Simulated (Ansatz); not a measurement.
**What KSnCl3 in Amm2, a phase reached by a soft mode distorts into**

Aim: this structure of KSnCl3 in Amm2, a phase reached by a soft mode is to be tested for unstable modes, and one is followed downhill.

Calculated with Ansatz 0.2.0; DFT PBEsol, scalar-relativistic, plane waves, PAW; PAW set soft_1.

The structure was built from a prototype and need not be the compound's stable phase.

## 1. Set-up

Symmetry: Amm2, No. 38, orthorhombic system. The conventional cell has a = 5.522 Å, b = 7.230 Å, c = 8.749 Å, α = 90.00°, β = 90.00°, γ = 90.00°. K has 7 Cl at 3.14 to 3.82 Å nearest. Nearest to Sn lie 6 Cl at 2.58 to 3.13 Å. Nearest to Cl lie 2 Sn at 2.58 to 3.13 Å and 2 K at 3.31 Å. Nearest to Cl lie 2 Sn at 2.76 Å and 3 K at 3.14 to 3.82 Å. Farther neighbours and most contacts between anions are not listed.

## 2. Zone-centre response

This phase was reached earlier by freezing in an unstable mode of a structure of higher symmetry and relaxing. Its zone-centre modes can show that it is still unstable.

File input.yaml:

```yaml
crystal:
  lattice:
    - [5.5216490215, 0.0, 0.0]
    - [0.0, 3.6149597598, 4.3742812735]
    - [0.0, -3.6149597598, 4.3742812735]
  atoms:
    - { symbol: K, position: [0.0, 0.1294036472, 0.1294036472] }
    - { symbol: Sn, position: [0.5, 0.4930752483, 0.4930752483] }
    - { symbol: Cl, position: [0.5, 0.4360072735, 0.9553295616] }
    - { symbol: Cl, position: [0.5, 0.9553295616, 0.4360072735] }
    - { symbol: Cl, position: [0.0, 0.4883707262, 0.4883707262] }
kpoints:
  mp_grid: { grid: [8, 8, 8] }
hamiltonian:
  xc: pbesol
  pseudopotentials: { kind: paw, azcp: { folder: soft_1 }, xc_functional: pbe }
scf:
  occupations: { method: fixed }
output:
  eigenvalues: true
phonons:
  method: dfpt
  dielectric: true
  rigid_motions: translations
```

Run with:

```console
> ansatz run input.yaml --threads 4 --pin off --max-ram 16384MiB --backend cpu --events-out ev --progress --plain --runs-dir out
```

Numbers of over 12 decimals in the logs are rounded to 6 here.

Output:

```text
Engine: ansatz 0.2.0, aarch64-unknown-linux-gnu
Pseudopotentials: kind: paw
Pseudopotential: K, paw, valence charge 9, recommended cutoff 420 eV (normal), soft_1/K.paw.azcp
Pseudopotential: Sn, paw, valence charge 14, recommended cutoff 420 eV (normal), soft_1/Sn.paw.azcp
Pseudopotential: Cl, paw, valence charge 7, recommended cutoff 420 eV (normal), soft_1/Cl.paw.azcp
Functional definition: PBEsol
  exchange = pbesol_x
  correlation = pbesol_c
Crystal: 5 atoms, lattice volume = 174.626 Å³
Basis set: ecut = 420 eV, 3433 PW (Γ), exchange–correlation on 80×80×80 points (8 copies of the dense FFT grid, shifted against one another)
Bands: 27, of which v1, the nominal top of the filled ones, is band 22 counted from 1 (21 counted from 0)
Symmetry: 4 space group operations
k-points: 260 of 512 (irreducible under 1 space group operation, time reversal used)
Non-local potential: K, projectors of the file, l = 0: 3, l = 1: 2, l = 2: 2
Non-local potential: Sn, projectors of the file, l = 0: 2, l = 1: 2, l = 2: 2, l = 3: 1
Non-local potential: Cl, projectors of the file, l = 0: 2, l = 1: 2, l = 2: 1
PAW form: soft (Blöchl's): semilocal exchange-correlation on the pseudo side does not see the compensation charge
PAW frozen core: K, regenerated for the run's functional, and the local potential with it (the file was generated under x = pbe(κ = 0.804, μ = 0.219515), c = pbe(β = 0.066725))
PAW frozen core: Sn, regenerated for the run's functional, and the local potential with it (the file was generated under x = pbe(κ = 0.804, μ = 0.219515), c = pbe(β = 0.066725))
PAW frozen core: Cl, regenerated for the run's functional, and the local potential with it (the file was generated under x = pbe(κ = 0.804, μ = 0.219515), c = pbe(β = 0.066725))
PAW one-centre angular grid: K, 110 points (default); XC on 64 Gauss nodes
PAW one-centre angular grid: Sn, 590 points (default); XC on 64 Gauss nodes
PAW one-centre angular grid: Cl, 110 points (default); XC on 64 Gauss nodes
Initial density: superposition of atomic densities (chi_scale 0.1, normalization cell, long waves kept (reshape's long-wave potential 0.01 eV rms))
Initial wavefunctions: pseudopotential atomic-orbital guess
Functional: x = pbesol(κ = 0.804, μ = 0.123457), c = pbesol(β = 0.046)
SCF iter   1: F=—  HF=-10656.635919 eV  |F-HF|=—  |Δ(HF+E_count)|=         —  Δρ=3.50e-2  dr2=3.63e0  ethr=3.10e-3  ⟨swp⟩=5.1  Hψ=28075  notcnv=0  defer=647
preconditioner: auto → Resta (q_TF=auto, 2.168 Å⁻¹)  ε∞=3.3  [insulator: Δε(μ)=0.921 eV  Ē_g=9.411 eV  n_scr=26 (ndim 8)  ℏωp=14.3 eV  f_vac=0.145  ε∞_Penn≈3.3]
SCF iter   2: F=—  HF=-10655.359043 eV  |F-HF|=—  |Δ(HF+E_count)|=    1.28e0  Δρ=1.26e-2  dr2=6.67e-1  ethr=3.10e-3  ⟨swp⟩=3.1  Hψ=16837  notcnv=0  defer=701
SCF iter   3: F=—  HF=-10655.084422 eV  |F-HF|=—  |Δ(HF+E_count)|=   2.75e-1  Δρ=4.77e-3  dr2=8.92e-2  ethr=1.52e-3  ⟨swp⟩=2.7  Hψ=14465  notcnv=0  defer=749
SCF iter   4: F=—  HF=-10655.064441 eV  |F-HF|=—  |Δ(HF+E_count)|=   2.00e-2  Δρ=1.30e-3  dr2=6.25e-3  ethr=2.03e-4  ⟨swp⟩=3.0  Hψ=12083  notcnv=0  defer=779
SCF iter   5: F=—  HF=-10655.067594 eV  |F-HF|=—  |Δ(HF+E_count)|=   3.15e-3  Δρ=3.80e-4  dr2=4.00e-4  ethr=1.42e-5  ⟨swp⟩=3.3  Hψ=11980  notcnv=0  defer=780
SCF iter   6: F=—  HF=-10655.068558 eV  |F-HF|=—  |Δ(HF+E_count)|=   9.64e-4  Δρ=9.34e-5  dr2=3.82e-5  ethr=9.09e-7  ⟨swp⟩=2.4  Hψ=11025  notcnv=0  defer=780
SCF iter   7: F=—  HF=-10655.068627 eV  |F-HF|=—  |Δ(HF+E_count)|=   6.93e-5  Δρ=3.56e-5  dr2=4.87e-6  ethr=8.68e-8  ⟨swp⟩=2.7  Hψ=12172  notcnv=0  defer=779
SCF iter   8: F=—  HF=-10655.068634 eV  |F-HF|=—  |Δ(HF+E_count)|=   6.67e-6  Δρ=1.02e-5  dr2=3.20e-7  ethr=1.11e-8  ⟨swp⟩=2.0  Hψ=10161  notcnv=0  defer=760
SCF iter   9: F=—  HF=-10655.068638 eV  |F-HF|=—  |Δ(HF+E_count)|=   4.21e-6  Δρ=4.22e-6  dr2=4.53e-8  ethr=7.27e-10  ⟨swp⟩=2.0  Hψ=11180  notcnv=0  defer=671
SCF iter  10: F=—  HF=-10655.068638 eV  |F-HF|=—  |Δ(HF+E_count)|=   4.71e-8  Δρ=1.09e-6  dr2=3.34e-9  ethr=1.03e-10  ⟨swp⟩=2.0  Hψ=10895  notcnv=0  defer=673
SCF iter  11: F=—  HF=-10655.068638 eV  |F-HF|=—  |Δ(HF+E_count)|=   8.39e-9  Δρ=2.91e-7  dr2=2.32e-10  ethr=7.59e-12  ⟨swp⟩=2.0  Hψ=10871  notcnv=0  defer=673
SCF iter  12: F=-10655.068638 eV  HF=-10655.068638 eV  |F-HF|=3.82e-11  |Δ(HF+E_count)|=  5.75e-10  Δρ=7.94e-8  dr2=1.23e-11  ethr=1.00e-12  ⟨swp⟩=17.8  Hψ=57375  notcnv=0
SCF 1 converged in 12 iterations: F = -10655.068638 eV  dr2 = 1.23e-11
  greatest PAW one-centre occupation: 0.993 electrons in one spin orbital (limit 2), on the Sn atom at site 1 (counted from 0), in its partial waves of l = 2
NSCF: frozen V_eff on 2 k-points
DFPT response loops at Γ: preconditioner auto → none (the input reference at scf.mixing.eps_inf says where Resta's filter doesn't serve); β = 0.50; Broyden in place of MSR1
── the response to a field inside a basis, on 12×12×12 k-points: an SCF that follows is theirs, and a resumed run solves both again ──
Bands: 23, of which v1, the nominal top of the filled ones, is band 22 counted from 1 (21 counted from 0)
k-points: 252 of 1728 (time reversal used)
Initial density: handed on by an earlier stage of this run
Initial wavefunctions: pseudopotential atomic-orbital guess (no wavefunctions were taken with the density)
Eigensolver: Dense (252 Hₖ)
SCF iter   1: F=—  HF=-10655.050072 eV  |F-HF|=—  |Δ(HF+E_count)|=         —  Δρ=1.26e-4  dr2=5.56e-6  ethr=1.00e-1
preconditioner: auto → Resta (q_TF=auto, 2.168 Å⁻¹)  ε∞=3.4  [insulator: Δε(μ)=1.406 eV  Ē_g=10.252 eV  n_scr=26 (ndim 8)  ℏωp=15.9 eV  f_vac=0.211  ε∞_Penn≈3.4]
SCF iter   2: F=—  HF=-10655.050077 eV  |F-HF|=—  |Δ(HF+E_count)|=   5.15e-6  Δρ=6.55e-5  dr2=1.61e-6  ethr=1.26e-8
SCF iter   3: F=-10655.050079 eV  HF=-10655.050079 eV  |F-HF|=8.08e-9  |Δ(HF+E_count)|=   2.15e-6  Δρ=5.30e-6  dr2=3.15e-8  ethr=3.66e-9
SCF 1 converged in 3 iterations: F = -10655.050079 eV  dr2 = 3.15e-8
DFPT response loops at Γ: mixed as the last ones told, above
WARN: field response: inside a basis, on 12×12×12 points, no mesh in reach settles it: take ε∞, Z* and everything formed from them with what they may err, as stated (eps_inf_uncertainty, zstar_uncertainty_e), and compare with field_mesh: kpoints on a denser kpoints.mp_grid
WARN: field response: ε∞ stands inside a basis, on 12×12×12 points; the force constants stand on the 8×8×8 k-mesh, whose period is 10.71 times the interband length at k = (-0.5000, -0.5000, -0.5000), direct gap 1.188 eV, under 14: take them and everything formed from them as unconverged, and compare with a denser kpoints.mp_grid
SCF converged after 12 iterations
Free energy (F): -10655.068638 eV
Harris-Foulkes:  -10655.068638 eV  (|F-HF|=3.82e-11)
Internal energy: -10655.068638 eV  (E = F + TS)
E sigma→0 (E₀):  -10655.068638 eV
Fermi energy:    3.349651 eV
--- Per-component energies (eV) ---
  E_band       = -387.014699
  E_kinetic    = 877.356316
  E_local      = -3281.312849  (includes V_loc(G=0)·N_el)
  E_nonlocal   = 255.947293
  E_hartree    = 1356.265996
  E_xc         = -577.232448
  E_vxc        = -591.784984  (∫ρ·V_xc dr)
  E_paw        = -6980.806402  (= ΣΔE_a)
  E_vpaw       = -359.753136  (= ΣTr[D̂ρ^β])
  E_aug_tail   = 0.000621  (compensation charges beyond the density's cutoff)
  E_ewald      = -2305.915188
  E_core_change = 0.628021  (= ΣΔE_core)
  E_smearing   = -0.000000  (= −TS)
  E_closure    = -0.000000  (closes the sum)
  Σ components = -10655.068638   (vs F -10655.068638, Δ=0.00e0)
--- Band table (eV; the first three rows and the last of 260) ---
  k-point 0: bands = [... 18 lower, 0.0322, 0.0632, 0.0793, 0.5817, 5.8830, 7.8318, 7.9052, 8.3312, ... 1 higher]
  k-point 1: bands = [... 18 lower, 0.0165, 0.0717, 0.1273, 0.5403, 6.0010, 7.5812, 7.8692, 8.2672, ... 1 higher]
  k-point 2: bands = [... 18 lower, 0.0152, 0.0616, 0.2451, 0.5864, 6.2797, 6.9445, 7.8453, 8.1498, ... 1 higher]
  k-point 259: bands = [... 18 lower, 0.3246, 0.4649, 0.6932, 3.3497, 4.5372, 4.6972, 4.7186, 7.2808, ... 1 higher]
--- Phonons (Γ-DFPT): 12 representative perturbations + reference, on 260 of 512 k-points (Σ response iterations 37) ---
  k mesh reduced under 1 symmetry operation, with k and −k counted as one. Each operation leaves every solved perturbation unchanged. A smaller set is not considered because the run solves the response to a homogeneous field
  ASR residual: 1.074e-4 → 0.000e0 eV/Å²; symmetrization residual: 1.408e-5 eV/Å²
  ASR residual per site (eV/Å²): 1.74e-5 1.07e-4 3.00e-5 3.00e-5 2.94e-5
  Γ frequencies (cm⁻¹): -33.87 0.00 0.00 0.00 30.42 55.40 59.72 65.48 70.48 74.06 94.40 97.27 111.09 161.63 183.45
  ε∞ (high-frequency dielectric tensor):
        4.874881     0.000000    -0.000000
        0.000000     3.795371     0.000000
       -0.000000     0.000000     4.138467
  softest optical mode at Γ: -33.87 cm⁻¹; the repairs (sum rule, projections) moved no ω² at Γ by more than (1.37 cm⁻¹)²
  Born effective charges Z* (e; rows j = field, columns β = displacement):
    site 0:
         1.33662   -0.00000   -0.00000
        -0.00000    1.25468    0.00000
        -0.00000    0.00000    1.07181
    site 1:
         4.49323    0.00000   -0.00000
         0.00000    3.13626    0.00000
         0.00000    0.00000    3.56697
    site 2:
        -0.61002   -0.00000    0.00000
        -0.00000   -1.92531    1.55611
        -0.00000    1.43825   -2.02899
    site 3:
        -0.61002   -0.00000   -0.00000
        -0.00000   -1.92531   -1.55611
         0.00000   -1.43825   -2.02899
    site 4:
        -4.60982   -0.00000   -0.00000
        -0.00000   -0.54033   -0.00000
        -0.00000   -0.00000   -0.58079
  Z* charge neutrality: 7.668e-3 e pre-enforcement
  solved inside a basis spanned on kpoints, on 12×12×12 k-points, which do not settle them: ε∞ is read to err by 7.1e-2, Z* by 8.7e-2 e (field_mesh: kpoints solves on kpoints); Z* is corrected for what the basis lacks
  optical modes at Γ without the LO–TO term, one row a degenerate level:
      ω (cm⁻¹)  modes    IR ((D/Å)²/amu)
        -33.87      1             0.9037
         30.42      1             0.0562
         55.40      1            11.9155
         59.72      1             0.3591
         65.48      1             0.7114
         70.48      1             0.0000
         74.06      1             1.5229
         94.40      1             5.8536
         97.27      1             0.1482
        111.09      1             1.5410
        161.63      1             9.3358
        183.45      1             9.3727
  optical modes at Γ + LO–TO along q̂ = [1.0000, 0.0000, 0.0000]:
      ω (cm⁻¹)  modes    IR ((D/Å)²/amu)
        -33.87      1             0.9037
         30.42      1             0.0562
         59.72      1             0.3591
         65.48      1             0.7114
         70.48      1             0.0000
         71.40      1             0.0118
         84.77      1             0.0499
         97.27      1             0.1482
        111.09      1             1.5410
        161.63      1             9.3358
[...]
optical modes at Γ + LO–TO along q̂ = [0.0000, 1.0000, 0.0000]:
      ω (cm⁻¹)  modes    IR ((D/Å)²/amu)
[...]
optical modes at Γ + LO–TO along q̂ = [0.0000, 0.0000, 1.0000]:
      ω (cm⁻¹)  modes    IR ((D/Å)²/amu)
        -33.87      1             0.9037
         30.42      1             0.0562
         55.40      1            11.9155
         63.09      1             0.0540
         65.48      1             0.7114
         70.48      1             0.0000
         74.06      1             1.5229
         94.40      1             5.8536
         97.89      1             0.0110
        119.85      1             0.2797
        161.63      1             9.3358
        254.56      1            11.0762
```

Run time: 11 min. Hardware: 4 threads of Arm Neoverse V1, shared host; peak memory 5 GiB; 41 min of CPU time.

In the SCF lines HF is the Harris–Foulkes energy and dr2 the Hartree energy of the density residual, in eV; the loop may stop once dr2 is under the threshold and the program's other checks hold. Hψ counts applications of the Hamiltonian.

This step gave:

```
gap on the k-mesh                                       : 1.188 eV
volume per atom                                         : 34.93 Å³
sum-rule residual before enforcement                    : 1.07e-4 eV/Å²
miss of the charge sum rule                             : 0.007668 e
estimated error of the dielectric tensor                : 0.07054
estimated error of the Born charges                     : 0.08700 e
point group                                             : mm2
highest optical mode at the zone centre (no LO-TO term) : 183.4 cm⁻¹
lowest optical zone-centre mode                         : -33.87 cm⁻¹
mean high-frequency dielectric constant                 : 4.270
largest Born charge (third of the trace)                : 3.732 e
top of the zone-centre spectrum with the field          : 254.6 cm⁻¹
```

Without the LO-TO term. Patterns of degenerate modes are one choice out of their space. Modes at Γ, with each element's share of the kinetic energy (negative means imaginary):

```csv
mode,frequency (cm⁻¹),symmetry,K %,Sn %,Cl %
1,-33.9,B2,26,2,71
2,0.0,acoustic,15,45,40
3,0.0,acoustic,15,45,40
4,0.0,acoustic,15,45,40
5,30.4,B2,11,8,81
6,55.4,B1,13,0,87
7,59.7,A1,41,12,47
8,65.5,B2,47,12,41
9,70.5,A2,0,0,100
10,74.1,B1,62,29,8
11,94.4,B1,10,26,64
12,97.3,A1,14,18,67
13,111.1,A1,30,7,63
14,161.6,B2,0,33,67
15,183.4,A1,0,18,82
```

Displacements in mode 1 (-33.9 cm⁻¹), the largest set to 1:
```
K1   0.00 -0.80  0.00
Sn2  0.00  0.14  0.00
Cl3  0.00 -0.29 -0.62
Cl4  0.00 -0.29  0.62
Cl5  0.00  1.00  0.00
```

Displacements in mode 12 (97.3 cm⁻¹), the largest set to 1:
```
K1   0.00  0.00 -0.88
Sn2  0.00  0.00  0.57
Cl3  0.00 -1.00 -0.83
Cl4  0.00  1.00 -0.83
Cl5  0.00  0.00  0.74
```

Before it was imposed, the acoustic sum rule was missed by 1.1e-4 eV/Å² and the charge sum rule by 0.0077 e. Small misses are needed for a sound result but don't prove that mesh and cutoff are converged. The lowest optical mode is imaginary, 33.9i cm⁻¹, so the energy falls along it.

The log warns of the k mesh: “the force constants stand on the 8×8×8 k-mesh, whose period is 10.71 times the interband length at k = (-0.5000, -0.5000, -0.5000), direct gap 1.188 eV, under 14: take them and everything formed from them as unconverged”.

## 3. The mode frozen in, largest atomic shift 0 Å

The mode followed lies at Γ with frequency 33.9i cm⁻¹, the softest among the wavevectors solved. At small amplitude the distorted cell has space group no. 6 by a symmetry search on the positions. The undistorted cell that holds it gives the zero of energy on the same k mesh.

Changes to input.yaml since step 2:

```diff
@@ -17,8 +17,6 @@
 scf:
-  occupations: { method: fixed }
+  occupations: { method: gaussian, width: 0.02 }
 output:
+  forces: true
+  stress: true
   eigenvalues: true
-phonons:
-  method: dfpt
-  dielectric: true
-  rigid_motions: translations
```

Output:

```text
[...]
Crystal: 5 atoms, lattice volume = 174.626 Å³
Basis set: ecut = 420 eV, 3433 PW (Γ), exchange–correlation on 80×80×80 points (8 copies of the dense FFT grid, shifted against one another)
Bands: 27, of which v1, the nominal top of the filled ones, is band 22 counted from 1 (21 counted from 0)
Symmetry: 4 space group operations
[...]
k-points: 105 of 512 (time reversal used)
[...]
P = ⅓ Tr σ = 0.0007 GPa (0.007 kbar)
--- Band table (eV; the first three rows and the last of 105) ---
  k-point 0: bands = [... 18 lower, 0.0321, 0.0631, 0.0793, 0.5817, 5.8829, 7.8319, 7.9052, 8.3311]
  k-point 1: bands = [... 18 lower, 0.0163, 0.0717, 0.1271, 0.5403, 6.0008, 7.5813, 7.8692, 8.2671]
  k-point 2: bands = [... 18 lower, 0.0151, 0.0615, 0.2451, 0.5864, 6.2795, 6.9445, 7.8453, 8.1497]
  k-point 104: bands = [... 18 lower, 0.3245, 0.4648, 0.6932, 3.3496, 4.5372, 4.6972, 4.7186, 7.2805]
[key lines of the parts left out:]
SCF converged after 9 iterations
Free energy (F): -10655.068638 eV
Fermi energy:    3.943411 eV
```

Elapsed: 15 s, on 4 threads; peak memory 0.66 GiB.

Numbers from this step:

| Item | Value |
| --- | --- |
| pressure | 6.83e-4 GPa |
| energy from the undistorted cell | 0 meV/atom |

At this level the gap is 1.19 eV on the k-mesh of the self-consistent run, which can miss the band edges.

## 4. The mode frozen in, largest atomic shift 0.32 Å

The atoms are moved along the unstable eigenvector, the largest shift by 0.32 Å, with the cell fixed.

input.yaml, the sections that differ from step 3:

```yaml
crystal:
  lattice:
    - [5.5216490215, 0.0, 0.0]
    - [0.0, 3.6149597598, 4.3742812735]
    - [0.0, -3.6149597598, 4.3742812735]
  atoms:
    - { symbol: K, position: [0.0, 0.1648724667, 0.0939348277] }
    - { symbol: Sn, position: [0.5, 0.487021323, 0.4991291736] }
    - { symbol: Cl, position: [0.5, 0.4713429144, 0.9652512005] }
    - { symbol: Cl, position: [0.5, 0.9454079228, 0.4006716325] }
    - { symbol: Cl, position: [0.0, 0.4441102058, 0.5326312465] }
output:
  forces: true
  stress: true
  eigenvalues: true
  write_density: true
  write_potential: true
  elf: true
  volumetric_format: npy
# kpoints, hamiltonian, scf: as in step 3
```

Output:

```text
[...]
Crystal: 5 atoms, lattice volume = 174.626 Å³
Basis set: ecut = 420 eV, 3433 PW (Γ), exchange–correlation on 80×80×80 points (8 copies of the dense FFT grid, shifted against one another)
Bands: 27, of which v1, the nominal top of the filled ones, is band 22 counted from 1 (21 counted from 0)
Symmetry: 2 space group operations
[...]
k-points: 170 of 512 (time reversal used)
[...]
k-point 0: bands = [... 18 lower, 0.0068, 0.0693, 0.0709, 0.5796, 5.9479, 7.4110, 7.9034, 8.0864, ... 1 higher]
  k-point 1: bands = [... 18 lower, -0.0119, 0.0719, 0.0834, 0.5578, 6.0605, 7.3289, 7.6683, 7.9968, ... 1 higher]
  k-point 2: bands = [... 18 lower, 0.0140, 0.0745, 0.1674, 0.6440, 6.3019, 6.7418, 7.5066, 7.8688, ... 1 higher]
  k-point 169: bands = [... 18 lower, 0.3172, 0.3543, 0.6624, 3.1973, 4.5373, 4.7210, 4.8106, 7.4075, ... 1 higher]
[key lines of the parts left out:]
SCF converged after 9 iterations
Free energy (F): -10655.077915 eV
Fermi energy:    3.867282 eV
P = ⅓ Tr σ = -0.1036 GPa (-1.036 kbar)
```

The job ended after 33 s (4 threads; peak memory 0.86 GiB).

This step gave:

```
pressure                         : -0.1036 GPa
gap on the k-mesh                : 1.340 eV
energy from the undistorted cell : -1.855 meV/atom
```

The energy, extrapolated to zero smearing, is -1.85 meV/atom against the undistorted cell.

The run ends at a pressure of -0.10 GPa, with forces up to 0.044 eV/Å.

## 5. Energy along the mode, all amplitudes (two of the runs are shown above)

An imaginary frequency means negative curvature, so the energy should fall and then rise again as anharmonic terms take over.

This step gave:

```
depth at the lowest point sampled  : 1.855 meV/atom
largest atomic shift at that point : 0.32 Å
```

Table of energy from the parent by largest atomic shift:

```csv
largest atomic shift (Å),energy from the parent (meV/atom)
0.000,0
0.040,-0.064
0.080,-0.25
0.140,-0.714
0.220,-1.47
0.320,-1.85
0.450,1.5
0.600,20.2
```

Displacement at unit largest shift by atom:

```csv
atom,x (Å),y (Å),z (Å),size
K1,0.00,0.80,0.00,0.80
Sn2,0.00,-0.14,0.00,0.14
Cl3,0.00,0.29,0.62,0.68
Cl4,0.00,0.29,-0.62,0.68
Cl5,0.00,-1.00,0.00,1.00
```

The lowest of the steps tried is at 0.32 Å, 1.85 meV/atom below the parent; the bottom of the well need not coincide with a step.

(Continued in part 2 of 3.)

[Logs are printed without paths, hosts, clocks, repeated set-up lines and the standing remarks that a program may print on its own settings, such as how far it seeks lower states.]

[Hosts, paths, dates, database ids (printed as entryN), source tags and the programs' standing remarks are cut or masked in the printed files.]
